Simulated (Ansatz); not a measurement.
AlGaAs2 (zincblende [001] superlattice), computed twice by G0W0.

The cell holds 16 atoms: 4 Ga, 8 As and 4 Al. Its edges and angles: a = 4.012 Å, b = 4.012 Å, c = 22.617 Å, α = 90.0°, β = 90.0°, γ = 90.0°. It derives from GaAs. Regions: GaAs, 8 atoms (4 Ga and 4 As); AlAs, 8 atoms (4 Al and 4 As). The structure's axis is c.

```xyz
16
Lattice="4.0119 0.0000 0.0000 0.0000 4.0119 0.0000 0.0000 0.0000 22.6165" Properties=species:S:1:pos:R:3 pbc="T T T"
Ga    0.0000    0.0000    0.7137
As    2.0059    0.0000    2.1231
Ga    2.0059    2.0060    3.5318
As    0.0000    2.0060    4.9411
Ga    0.0000    0.0000    6.3505
As    2.0059    0.0000    7.7592
Ga    2.0059    2.0060    9.1686
As    0.0000    2.0060   10.5831
Al    0.0000    0.0000   11.9962
As    2.0059    0.0000   13.4137
Al    2.0059    2.0060   14.8315
As    0.0000    2.0060   16.2495
Al    0.0000    0.0000   17.6674
As    2.0059    0.0000   19.0852
Al    2.0059    2.0060   20.5027
As    0.0000    2.0060   21.9158
```

The structure was relaxed with PBEsol. The runs that relaxed it are not among those shown. PAW set soft_2, made with PBE.

The first (Ansatz 0.2.0; start PBEsol, 4×4×2 mesh, 1086 empty bands, screening to 120 eV; 1 × NVIDIA H100 80GB HBM3 (shared by 6 runs) with 3 threads of AMD EPYC 7R13 (Zen 3), shared host) gave, on its mesh: starting gap 1.01 eV, G0W0 gap 1.75 eV, RPA ε∞ (mean) 15.89, 5.4 min.

Question: The second changes empty bands from 1086 to 274 and screening cutoff (eV) from 120.0 to 48. What does it give?

It gave: starting gap 1.01 eV, G0W0 gap 1.46 eV, RPA ε∞ (mean) 16.26, 82 s. The G0W0 gap moves by −0.29 eV, +0.00 eV from the start and −0.29 eV from the correction.

Limits: short of the basis limit; no spin-orbit coupling; coarse k mesh.

[Long decimals in the printed logs are rounded to 6 places.]

[Logs are printed without paths, hosts, clocks, repeated set-up lines and the standing remarks that a program may print on its own settings, such as how far it seeks lower states.]

[Paths, hosts, dates, memory and timing lines, banners, echoed tables and standing remarks are left out of the program output; an Ansatz launch command may be rebuilt from the run's recorded settings. Measured values are a selection of at most five: reports struck by readers or far from the other reports are left out. None is set beside runs whose start may be inverted or whose files or cutoffs have a known fault.]

[Runs of the session that timed out or met a known fault of the program may be left out.]

[Cells called generated may have been cut or substituted from an entry of the Crystallography Open Database or the Materials Project.]

[Hosts, paths, dates, database ids (printed as entryN), source tags and the programs' standing remarks are cut or masked in the printed files.]

[Where the starting crystal was built by hand or by swapping elements, it need not be the compound's stable phase.]
